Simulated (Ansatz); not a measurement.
**Phonons of ZnS (Wurtzite-2H, P6_3mc) against volume**

Aim: how do the optical modes of ZnS (Wurtzite-2H, P6_3mc) move with volume?

Main program and level: Ansatz 0.2.0; DFT PBE, scalar-relativistic, plane waves, PAW; PAW set soft_1.

The database entry behind the starting cell differs from later determinations by our own check (about 0.4 % short), so it need not match the best structure at ambient conditions.

### Step 1. Starting point

It takes space group P6_3mc (No. 186, hexagonal). Conventional cell: a = 3.811 Å, b = 3.811 Å, c = 6.234 Å, α = 90.00°, β = 90.00°, γ = 120.00°. S has 4 Zn at 2.31 to 2.40 Å nearest. Zn has 4 S at 2.31 to 2.40 Å nearest. Farther neighbours and most contacts between anions are not listed.

### Step 2. Relaxation

The cell and atoms are relaxed, since residual forces and stress would shift the frequencies.

input.yaml

```yaml
crystal:
  lattice:
    - [3.811, 0.0, 0.0]
    - [-1.9055, 3.3004228138, 0.0]
    - [0.0, 0.0, 6.234]
  atoms:
    - { symbol: S, position: [0.33333333, 0.66666667, 0.385] }
    - { symbol: S, position: [0.66666667, 0.33333333, 0.885] }
    - { symbol: Zn, position: [0.33333333, 0.66666667, 0.0] }
    - { symbol: Zn, position: [0.66666667, 0.33333333, 0.5] }
kpoints:
  mp_grid: { grid: [9, 9, 6] }
hamiltonian:
  xc: pbe
  pseudopotentials: { kind: paw, azcp: { folder: soft_1 } }
scf:
  occupations: { method: gaussian, width: 0.02 }
output:
  forces: true
  stress: true
  eigenvalues: true
  write_density: true
  write_potential: true
  elf: true
  volumetric_format: npy
relax:
  adjacent_minimum: "off"
  f_tol: 0.005
  max_steps: 80
  cell: { stress_tol: 0.05 }
```

Run with:

```bash
$ ansatz run input.yaml --threads 8 --pin off --max-ram 16384MiB --backend cpu --events-out ev --progress --plain --runs-dir out
```

Numbers of over 12 decimals in the logs are rounded to 6 here.

Log:

```text
Engine: ansatz 0.2.0, x86_64-unknown-linux-gnu
Pseudopotentials: kind: paw
Pseudopotential: S, paw, valence charge 6, recommended cutoff 420 eV (normal), soft_1/S.paw.azcp
Pseudopotential: Zn, paw, valence charge 12, recommended cutoff 420 eV (normal), soft_1/Zn.paw.azcp
Functional definition: PBE
  parameter kappa = 0.804
  parameter beta = 0.066725
  exchange = pbe_x(kappa = kappa, mu = beta*pi^2/3)
  correlation = pbe_c(beta = beta)
Crystal: 4 atoms, lattice volume = 78.411 Å³
Basis set: ecut = 420 eV, 1521 PW (Γ), exchange–correlation on 54×54×90 points (8 copies of the dense FFT grid, shifted against one another)
Bands: 22, of which v1, the nominal top of the filled ones, is band 18 counted from 1 (17 counted from 0)
Symmetry: 12 space group operations
Space group: P63mc (ITA 186), of the structure as read, at distance tolerance 4.3e-5 Å
k-points: 48 of 486 (time reversal used)
Non-local potential: S, projectors of the file, l = 0: 2, l = 1: 2, l = 2: 1
Non-local potential: Zn, projectors of the file, l = 0: 2, l = 1: 2, l = 2: 3, l = 3: 1
PAW form: soft (Blöchl's): semilocal exchange-correlation on the pseudo side does not see the compensation charge
PAW one-centre angular grid: S, 110 points (default); XC on 64 Gauss nodes
PAW one-centre angular grid: Zn, 590 points (default); XC on 64 Gauss nodes
Initial density: superposition of atomic densities (chi_scale 0.1, normalization cell, long waves kept (reshape's long-wave potential 0.00 eV rms))
Initial wavefunctions: pseudopotential atomic-orbital guess
Functional: x = pbe(κ = 0.804, μ = 0.219515), c = pbe(β = 0.066725)
SCF iter   1: F=—  HF=-8445.616426 eV  |F-HF|=—  |Δ(HF+E_count)|=         —  Δρ=4.12e-2  dr2=8.22e-1  ethr=3.10e-3  ⟨swp⟩=7.1  Hψ=6086  notcnv=0
preconditioner: auto → Resta (q_TF=auto, 2.396 Å⁻¹)  ε∞=6.2  [insulator: Δε(μ)=2.427 eV  Ē_g=11.012 eV  σ=0.020 eV  W_gap=1.00  n_scr=22 (ndim 8)  ℏωp=25.2 eV  f_vac=0.007  D(μ)=0.00/eV (n_scr^D=0)  ε∞_Penn≈6.2]
SCF iter   2: F=—  HF=-8445.450552 eV  |F-HF|=—  |Δ(HF+E_count)|=   1.66e-1  Δρ=1.64e-2  dr2=1.79e-1  ethr=2.28e-3  ⟨swp⟩=2.0  Hψ=2346  notcnv=0
SCF iter   3: F=—  HF=-8445.430127 eV  |F-HF|=—  |Δ(HF+E_count)|=   2.04e-2  Δρ=1.10e-2  dr2=6.20e-2  ethr=4.98e-4  ⟨swp⟩=2.0  Hψ=2017  notcnv=0
SCF iter   4: F=—  HF=-8445.419905 eV  |F-HF|=—  |Δ(HF+E_count)|=   1.02e-2  Δρ=3.16e-3  dr2=5.60e-3  ethr=1.72e-4  ⟨swp⟩=2.0  Hψ=2401  notcnv=0
SCF iter   5: F=—  HF=-8445.423320 eV  |F-HF|=—  |Δ(HF+E_count)|=   3.41e-3  Δρ=5.42e-4  dr2=3.07e-4  ethr=1.55e-5  ⟨swp⟩=3.0  Hψ=2094  notcnv=0
SCF iter   6: F=—  HF=-8445.423865 eV  |F-HF|=—  |Δ(HF+E_count)|=   5.45e-4  Δρ=2.85e-4  dr2=7.42e-5  ethr=8.53e-7  ⟨swp⟩=2.1  Hψ=2018  notcnv=0
SCF iter   7: F=—  HF=-8445.423974 eV  |F-HF|=—  |Δ(HF+E_count)|=   1.08e-4  Δρ=8.15e-5  dr2=2.25e-6  ethr=2.06e-7  ⟨swp⟩=2.0  Hψ=2023  notcnv=0
SCF iter   8: F=—  HF=-8445.423977 eV  |F-HF|=—  |Δ(HF+E_count)|=   3.82e-6  Δρ=2.48e-5  dr2=3.19e-7  ethr=6.26e-9  ⟨swp⟩=2.0  Hψ=1801  notcnv=0
SCF iter   9: F=-8445.423978 eV  HF=-8445.423978 eV  |F-HF|=1.36e-8  |Δ(HF+E_count)|=   3.15e-7  Δρ=3.57e-6  dr2=1.02e-8  ethr=2.78e-10  ⟨swp⟩=12.2  Hψ=9824  notcnv=0
SCF 1 converged in 9 iterations: F = -8445.423978 eV  dr2 = 1.02e-8
  greatest PAW one-centre occupation: 0.984 electrons in one spin orbital (limit 2), on the Zn atom at site 3 (counted from 0), in its partial waves of l = 2
relax step   1: F+E_penalty+E_count = -8445.42397768 eV  Δ(F+E_penalty+E_count) = +0.000e0 eV  max|allowed force component| = 3.197e-1 eV/Å  Δτ_max = 0.0000 Å  P = +2.334 GPa  Ω = 78.411 Å³  (9 SCF iters, dr2 threshold 1.00e-7 eV, accepted)
Crystal: 4 atoms, lattice volume = 79.791 Å³
Basis set: ecut = 420 eV, 1545 PW (Γ), exchange–correlation on 54×54×90 points (8 copies of the dense FFT grid, shifted against one another)
Initial density: handed on by an earlier stage of this run
Initial wavefunctions: those handed on with the density
iter 1 solved again at ethr=2.82e-6 eV; its pass at ethr=3.10e-3 eV (dr2=1.01e-3 eV) is discarded
SCF iter   1: F=—  HF=-8445.447582 eV  |F-HF|=—  |Δ(HF+E_count)|=         —  Δρ=1.32e-3  dr2=9.18e-4  ethr=2.82e-6  ⟨swp⟩=2.7  Hψ=7337  notcnv=0
preconditioner: auto → Resta (q_TF=auto, 2.389 Å⁻¹)  ε∞=6.5  [insulator: Δε(μ)=2.152 eV  Ē_g=10.589 eV  σ=0.020 eV  W_gap=1.00  n_scr=22 (ndim 8)  ℏωp=24.9 eV  f_vac=0.042  D(μ)=0.00/eV (n_scr^D=0)  ε∞_Penn≈6.5]
SCF iter   2: F=—  HF=-8445.447431 eV  |F-HF|=—  |Δ(HF+E_count)|=   1.51e-4  Δρ=7.06e-4  dr2=3.00e-4  ethr=2.55e-6  ⟨swp⟩=2.0  Hψ=1824  notcnv=0
SCF iter   3: F=—  HF=-8445.447425 eV  |F-HF|=—  |Δ(HF+E_count)|=   6.09e-6  Δρ=4.34e-4  dr2=7.89e-5  ethr=8.33e-7  ⟨swp⟩=2.0  Hψ=1780  notcnv=0
SCF iter   4: F=—  HF=-8445.447401 eV  |F-HF|=—  |Δ(HF+E_count)|=   2.43e-5  Δρ=9.24e-5  dr2=1.05e-5  ethr=2.19e-7  ⟨swp⟩=2.0  Hψ=1820  notcnv=0
SCF iter   5: F=—  HF=-8445.447408 eV  |F-HF|=—  |Δ(HF+E_count)|=   6.62e-6  Δρ=3.02e-5  dr2=6.59e-7  ethr=2.91e-8  ⟨swp⟩=2.1  Hψ=1854  notcnv=0
SCF iter   6: F=-8445.447409 eV  HF=-8445.447409 eV  |F-HF|=6.97e-8  |Δ(HF+E_count)|=   1.15e-6  Δρ=5.75e-6  dr2=3.22e-8  ethr=1.11e-9  ⟨swp⟩=12.4  Hψ=9933  notcnv=0
SCF 2 converged in 6 iterations: F = -8445.447409 eV  dr2 = 3.22e-8
relax step   2: F+E_penalty+E_count = -8445.44740889 eV  Δ(F+E_penalty+E_count) = -2.343e-2 eV  max|allowed force component| = 2.205e-1 eV/Å  Δτ_max = 0.0116 Å  P = +0.942 GPa  Ω = 79.791 Å³  energy of the carried Pulay correction = -6.655e-4 eV  (6 SCF iters, dr2 threshold 4.00e-7 eV, accepted)
Crystal: 4 atoms, lattice volume = 80.846 Å³
Basis set: ecut = 420 eV, 1581 PW (Γ), exchange–correlation on 54×54×90 points (8 copies of the dense FFT grid, shifted against one another)
iter 1 solved again at ethr=5.07e-6 eV; its pass at ethr=3.10e-3 eV (dr2=1.83e-3 eV) is discarded
SCF iter   1: F=—  HF=-8445.459859 eV  |F-HF|=—  |Δ(HF+E_count)|=         —  Δρ=1.94e-3  dr2=1.80e-3  ethr=5.07e-6  ⟨swp⟩=2.2  Hψ=6974  notcnv=0
preconditioner: auto → Resta (q_TF=auto, 2.384 Å⁻¹)  ε∞=6.5  [insulator: Δε(μ)=2.068 eV  Ē_g=10.527 eV  σ=0.020 eV  W_gap=1.00  n_scr=22 (ndim 8)  ℏωp=24.8 eV  f_vac=0.043  D(μ)=0.00/eV (n_scr^D=0)  ε∞_Penn≈6.5]
SCF iter   2: F=—  HF=-8445.459480 eV  |F-HF|=—  |Δ(HF+E_count)|=   3.80e-4  Δρ=1.06e-3  dr2=5.84e-4  ethr=4.99e-6  ⟨swp⟩=1.7  Hψ=1552  notcnv=0
SCF iter   3: F=—  HF=-8445.459423 eV  |F-HF|=—  |Δ(HF+E_count)|=   5.70e-5  Δρ=5.21e-4  dr2=1.06e-4  ethr=1.62e-6  ⟨swp⟩=2.0  Hψ=1835  notcnv=0
SCF iter   4: F=—  HF=-8445.459365 eV  |F-HF|=—  |Δ(HF+E_count)|=   5.84e-5  Δρ=1.07e-4  dr2=1.26e-5  ethr=2.94e-7  ⟨swp⟩=2.0  Hψ=1824  notcnv=0
SCF iter   5: F=—  HF=-8445.459370 eV  |F-HF|=—  |Δ(HF+E_count)|=   5.52e-6  Δρ=2.72e-5  dr2=8.52e-7  ethr=3.50e-8  ⟨swp⟩=2.9  Hψ=2035  notcnv=0
SCF iter   6: F=-8445.459371 eV  HF=-8445.459371 eV  |F-HF|=1.09e-7  |Δ(HF+E_count)|=   8.74e-7  Δρ=8.18e-6  dr2=5.80e-8  ethr=1.11e-9  ⟨swp⟩=12.0  Hψ=9714  notcnv=0
SCF 3 converged in 6 iterations: F = -8445.459371 eV  dr2 = 5.80e-8
  greatest PAW one-centre occupation: 0.984 electrons in one spin orbital (limit 2), on the Zn atom at site 2 (counted from 0), in its partial waves of l = 2
relax step   3: F+E_penalty+E_count = -8445.45937100 eV  Δ(F+E_penalty+E_count) = -1.196e-2 eV  max|allowed force component| = 3.286e-2 eV/Å  Δτ_max = 0.0187 Å  P = -0.085 GPa  Ω = 80.846 Å³  energy of the carried Pulay correction = -1.161e-3 eV  (6 SCF iters, dr2 threshold 4.00e-7 eV, accepted)
[...]
relax step   4: F+E_penalty+E_count = -8445.45969392 eV  Δ(F+E_penalty+E_count) = -3.229e-4 eV  max|allowed force component| = 8.834e-5 eV/Å  Δτ_max = 0.0021 Å  P = -0.005 GPa  Ω = 80.749 Å³  energy of the carried Pulay correction = -1.116e-3 eV  (4 SCF iters, dr2 threshold 2.60e-7 eV, accepted)
Initial wavefunctions: pseudopotential atomic-orbital guess (no wavefunctions were taken with the density)
iter 1 solved again at ethr=1.75e-7 eV; its pass at ethr=3.10e-3 eV (dr2=6.30e-5 eV) is discarded
SCF iter   1: F=—  HF=-8445.459409 eV  |F-HF|=—  |Δ(HF+E_count)|=         —  Δρ=2.78e-4  dr2=3.86e-6  ethr=1.75e-7  ⟨swp⟩=4.0  Hψ=9554  notcnv=0
preconditioner: auto → Resta (q_TF=auto, 2.385 Å⁻¹)  ε∞=6.5  [insulator: Δε(μ)=2.076 eV  Ē_g=10.530 eV  σ=0.020 eV  W_gap=1.00  n_scr=22 (ndim 8)  ℏωp=24.8 eV  f_vac=0.041  D(μ)=0.00/eV (n_scr^D=0)  ε∞_Penn≈6.5]
SCF iter   2: F=—  HF=-8445.460441 eV  |F-HF|=—  |Δ(HF+E_count)|=   1.03e-3  Δρ=1.77e-4  dr2=5.53e-6  ethr=1.07e-8  ⟨swp⟩=2.0  Hψ=1861  notcnv=0
SCF iter   3: F=—  HF=-8445.460782 eV  |F-HF|=—  |Δ(HF+E_count)|=   3.41e-4  Δρ=4.44e-5  dr2=3.51e-7  ethr=1.07e-8  ⟨swp⟩=2.0  Hψ=1820  notcnv=0
SCF iter   4: F=—  HF=-8445.460798 eV  |F-HF|=—  |Δ(HF+E_count)|=   1.58e-5  Δρ=6.02e-6  dr2=9.88e-9  ethr=9.74e-10  ⟨swp⟩=2.0  Hψ=1824  notcnv=0
SCF iter   5: F=—  HF=-8445.460798 eV  |F-HF|=—  |Δ(HF+E_count)|=   1.23e-7  Δρ=2.91e-6  dr2=2.26e-9  ethr=2.74e-11  ⟨swp⟩=2.0  Hψ=1920  notcnv=0
SCF iter   6: F=—  HF=-8445.460798 eV  |F-HF|=—  |Δ(HF+E_count)|=   3.83e-8  Δρ=7.52e-7  dr2=1.54e-10  ethr=6.29e-12  ⟨swp⟩=2.0  Hψ=1698  notcnv=0
SCF iter   7: F=-8445.460798 eV  HF=-8445.460798 eV  |F-HF|=8.73e-11  |Δ(HF+E_count)|=   8.43e-9  Δρ=1.29e-7  dr2=1.39e-11  ethr=1.00e-12  ⟨swp⟩=7.1  Hψ=6100  notcnv=0
SCF 5 converged in 7 iterations: F = -8445.460798 eV  dr2 = 1.39e-11
relax step   5: F+E_penalty+E_count = -8445.46079791 eV  Δ(F+E_penalty+E_count) = -1.104e-3 eV  max|allowed force component| = 2.090e-4 eV/Å  Δτ_max = 0.0000 Å  P = -0.007 GPa  Ω = 80.749 Å³  stress off target by 1.93e-2 GPa  SCF on the basis re-selected at this cell (its energy is not comparable with the rows above)  (7 SCF iters)
basis re-selected at this cell: Δ(F+E_penalty+E_count) = -1.104e-3 eV, ΔP = -0.001 GPa vs the last step (what re-selecting the basis moved, of the pressure what is left beyond the Pulay correction that the steps carried, after the strain that the cell walked since its last selection, with what the two solves' SCF thresholds leave and, on support functions, any second-order correction that the steps lacked; it is no m [...]
SCF converged after 7 iterations
Free energy (F): -8445.460798 eV
Harris-Foulkes:  -8445.460798 eV  (|F-HF|=8.73e-11)
Internal energy: -8445.460798 eV  (E = F + TS)
E sigma→0 (E₀):  -8445.460798 eV
Fermi energy:    6.530256 eV
--- Per-component energies (eV) ---
  E_band       = 1.699309
  E_kinetic    = 505.191378
  E_local      = -4570.785991  (includes V_loc(G=0)·N_el)
  E_nonlocal   = 1709.859671
  E_hartree    = 1742.237228
  E_xc         = -334.187787
  E_vxc        = -266.762158  (∫ρ·V_xc dr)
  E_paw        = -5013.154671  (= ΣΔE_a)
  E_vpaw       = -860.277469  (= ΣTr[D̂ρ^β])
  E_aug_tail   = -0.000515  (compensation charges beyond the density's cutoff)
  E_ewald      = -2484.620111
  E_smearing   = -0.000000  (= −TS)
  E_closure    = 0.000000  (closes the sum)
  Σ components = -8445.460798   (vs F -8445.460798, Δ=0.00e0)
--- Forces (eV/Å), atoms counted from 1 ---
  atom   1  S      0.00000000     0.00000000    -0.00020909
  atom   2  S      0.00000000    -0.00000000    -0.00020909
  atom   3  Zn     0.00000000     0.00000000     0.00020885
  atom   4  Zn    -0.00000000    -0.00000000     0.00020885
  max |Σ_I F_I| component: 4.92e-7 eV/Å
--- Stress (GPa, compression-positive) ---
       -0.019330       0.000000      -0.000000
        0.000000      -0.019330       0.000000
       -0.000000       0.000000       0.017728
  P = ⅓ Tr σ = -0.0070 GPa (-0.070 kbar)
--- Band table (eV; the first three rows and the last of 48) ---
  k-point 0: bands = [... 14 lower, 4.6361, 5.4198, 5.4926, 5.4926, 7.5678, 8.5352, 11.7959, 11.7959]
  k-point 1: bands = [... 14 lower, 4.6890, 4.8459, 5.4300, 5.4300, 8.0744, 8.6029, 11.8355, 11.8355]
  k-point 2: bands = [... 14 lower, 4.8364, 4.8364, 5.2633, 5.2633, 8.7773, 8.7839, 11.7181, 11.9758]
  k-point 47: bands = [... 14 lower, 2.5756, 2.5756, 4.2006, 4.2006, 9.9459, 9.9459, 11.8372, 11.8372]
--- Relaxed structure (4 steps of the walk, 4 accepted, 1 SCFs on fresh bases) ---
  F+E_penalty+E_count = -8445.46079791 eV   max|allowed force component| = 2.090e-4 eV/Å   (the final SCF, on the basis selected at the relaxed cell)
  cell:  # Å, volume = 80.7488 Å³
    - [3.845814, 0.0, 0]
    - [-1.922907, 3.330573, 0]
    - [0, 0.0, 6.304188]
  atoms:
    - { symbol: S, position: [0.333333, 0.666667, 0.379796] }
    - { symbol: S, position: [0.666667, 0.333333, 0.879796] }
    - { symbol: Zn, position: [0.333333, 0.666667, 0.00520413] }
    - { symbol: Zn, position: [0.666667, 0.333333, 0.505204] }
```

Elapsed: 8.3 s, on 8 threads of Intel Xeon at 2.70GHz, shared host; peak memory 0.49 GiB; 51 s of CPU time.

The steps of the relaxation:

```csv
step,energy less that of the first step (eV),largest force component (eV/Å),pressure (GPa),volume (Å³)
1,0.0000,0.3197,2.33,78.41
2,-0.0234,0.2205,0.94,79.79
3,-0.0354,0.0329,-0.08,80.85
4,-0.0357,0.0001,-0.01,80.75
5*,-0.0368,0.0002,-0.01,80.75
```

Relaxation steps marked * repeat the geometry before them on a plane-wave basis chosen anew for their cell, so energy and pressure can jump there.

Forces are held to the 12 operations that the run works with; a distortion that breaks them can't arise in this run.

```csv
"conventional cell, symmetrised",before,after,change
a (Å),3.811,3.846,+0.9 %
b (Å),3.811,3.846,+0.9 %
c (Å),6.234,6.304,+1.1 %
volume (Å³/atom),19.60,20.19,+3.0 %
```

The atoms that moved most (Å, as changes of fractional coordinates times the final cell):

```csv
atom,dx,dy,dz,length
Zn4,0.000,0.000,0.033,0.033
S1,0.000,0.000,-0.033,0.033
S2,0.000,0.000,-0.033,0.033
Zn3,0.000,0.000,0.033,0.033
```

The relaxed structure:

```xyz
4
Lattice="3.8458 0.0000 0.0000 -1.9229 3.3306 0.0000 0.0000 0.0000 6.3042" Properties=species:S:1:pos:R:3 pbc="T T T"
S     0.0000    2.2204    2.3943
S     1.9229    1.1102    5.5464
Zn    0.0000    2.2204    0.0328
Zn    1.9229    1.1102    3.1849
```

Numbers from this step:

- pressure: -0.006977 GPa
- gap on the k-mesh: 2.075 eV
- volume per atom: 20.19 Å³

Valence density in the ac plane at fractional y = 0.333, with atoms of S and Zn within 0.2 Å of it. It is the smooth field of the valence electrons, not physical close to the nuclei.

Ten steps, logarithmic in the rise over the least value, from '_' (0 e/Å³) to '@' (35 e/Å³), each cell a mean:
```
..________..::::::::::::::..
..________..::--::::::--::..
__________..::::::..::::::..
__________..::::::::::::::..
____________..::::----::....
____________....::::::....__
______________..........____
______________....::....____
____________..::--====::..__
____________..--**%%##==::..
__________....==%%@@@@**::..
..............--**%%##==::..
..............::--++==::....
............__..........____
__......____________________
____________________________
____________________________
____________________________
____________________________
____________________________
______________..........____
__________......::::::::....
```
Columns run along a (3.8 Å), rows up along c (6.3 Å). Atoms in or near the plane, at fractional coordinates: S at (0.67, 0.88), Zn at (0.67, 0.51).

ELF in the ac plane at fractional y = 0.333, with atoms of S and Zn within 0.2 Å of it. It is the smooth field of the valence electrons, not physical close to the nuclei.

Values, 22 rows by 14 columns, each cell a mean:
```
0.36 0.18 0.15 0.17 0.28 0.60 0.81 0.84 0.70 0.51 0.60 0.80 0.85 0.72
0.47 0.22 0.15 0.18 0.36 0.69 0.84 0.76 0.39 0.10 0.22 0.65 0.86 0.79
0.51 0.24 0.14 0.18 0.41 0.72 0.83 0.68 0.24 0.02 0.10 0.54 0.83 0.79
0.47 0.21 0.10 0.15 0.37 0.67 0.80 0.75 0.50 0.28 0.38 0.68 0.81 0.75
0.36 0.14 0.06 0.09 0.27 0.56 0.74 0.83 0.83 0.80 0.81 0.83 0.79 0.66
0.21 0.07 0.03 0.05 0.15 0.39 0.60 0.77 0.83 0.86 0.85 0.80 0.67 0.49
0.11 0.04 0.02 0.03 0.08 0.20 0.35 0.46 0.50 0.51 0.50 0.48 0.40 0.27
0.09 0.05 0.04 0.04 0.07 0.13 0.17 0.18 0.18 0.17 0.17 0.18 0.18 0.15
0.13 0.12 0.12 0.12 0.13 0.14 0.15 0.14 0.10 0.06 0.08 0.13 0.16 0.15
0.21 0.28 0.32 0.31 0.25 0.18 0.16 0.09 0.02 0.00 0.01 0.06 0.15 0.16
0.31 0.46 0.52 0.49 0.38 0.21 0.16 0.06 0.01 0.00 0.00 0.03 0.13 0.17
0.47 0.63 0.67 0.65 0.55 0.30 0.17 0.09 0.02 0.00 0.01 0.06 0.14 0.21
0.58 0.69 0.72 0.70 0.63 0.40 0.21 0.14 0.09 0.05 0.07 0.12 0.17 0.28
0.61 0.69 0.71 0.70 0.65 0.48 0.27 0.16 0.16 0.16 0.16 0.16 0.20 0.37
0.57 0.65 0.67 0.66 0.60 0.45 0.29 0.16 0.15 0.15 0.15 0.15 0.22 0.37
0.45 0.54 0.58 0.56 0.49 0.34 0.21 0.12 0.10 0.10 0.09 0.10 0.16 0.27
0.28 0.38 0.43 0.41 0.32 0.20 0.11 0.05 0.04 0.03 0.04 0.04 0.08 0.15
0.14 0.20 0.24 0.22 0.17 0.10 0.06 0.03 0.03 0.03 0.03 0.03 0.04 0.07
0.10 0.13 0.15 0.14 0.12 0.09 0.08 0.09 0.11 0.12 0.12 0.10 0.08 0.08
0.13 0.14 0.14 0.14 0.13 0.15 0.20 0.31 0.38 0.42 0.40 0.34 0.23 0.16
0.18 0.15 0.16 0.15 0.17 0.28 0.46 0.64 0.70 0.71 0.70 0.66 0.54 0.35
0.24 0.16 0.15 0.16 0.21 0.42 0.66 0.80 0.81 0.79 0.80 0.81 0.73 0.54
```
Columns run along a (3.8 Å), rows up along c (6.3 Å). Atoms in or near the plane, at fractional coordinates: S at (0.67, 0.88), Zn at (0.67, 0.51).

Electrostatic potential energy in the ac plane at fractional y = 0.333, with atoms of S and Zn within 0.2 Å of it. With pseudopotentials it is smooth inside the atoms' cores, unlike the true potential.

Ten even steps from '0' (-48 eV) to '9' (10 eV), each cell a mean:
```
99999985322479
99999973232268
99999972233258
99999984222368
99999997434689
99999998877899
99999999888999
99999998766899
99999985322579
99999972000158
99999961000058
99999972000158
99999985212479
99999998766899
99999999999999
99999999999999
99999999999999
99999999999999
99999999999999
99999999999999
99999999989999
99999998766899
```
Columns run along a (3.8 Å; values clipped at the 3rd and 97th percentile), rows up along c (6.3 Å). Atoms in or near the plane, at fractional coordinates: S at (0.67, 0.88), Zn at (0.67, 0.51).

In this step the volume went from 19.60 to 20.19 Å³/atom.

(Part 1 of 3 ends here.)

[Logs are printed without paths, hosts, clocks, repeated set-up lines and the standing remarks that a program may print on its own settings, such as how far it seeks lower states.]

[Hosts, paths, dates, database ids (printed as entryN), source tags and the programs' standing remarks are cut or masked in the printed files.]
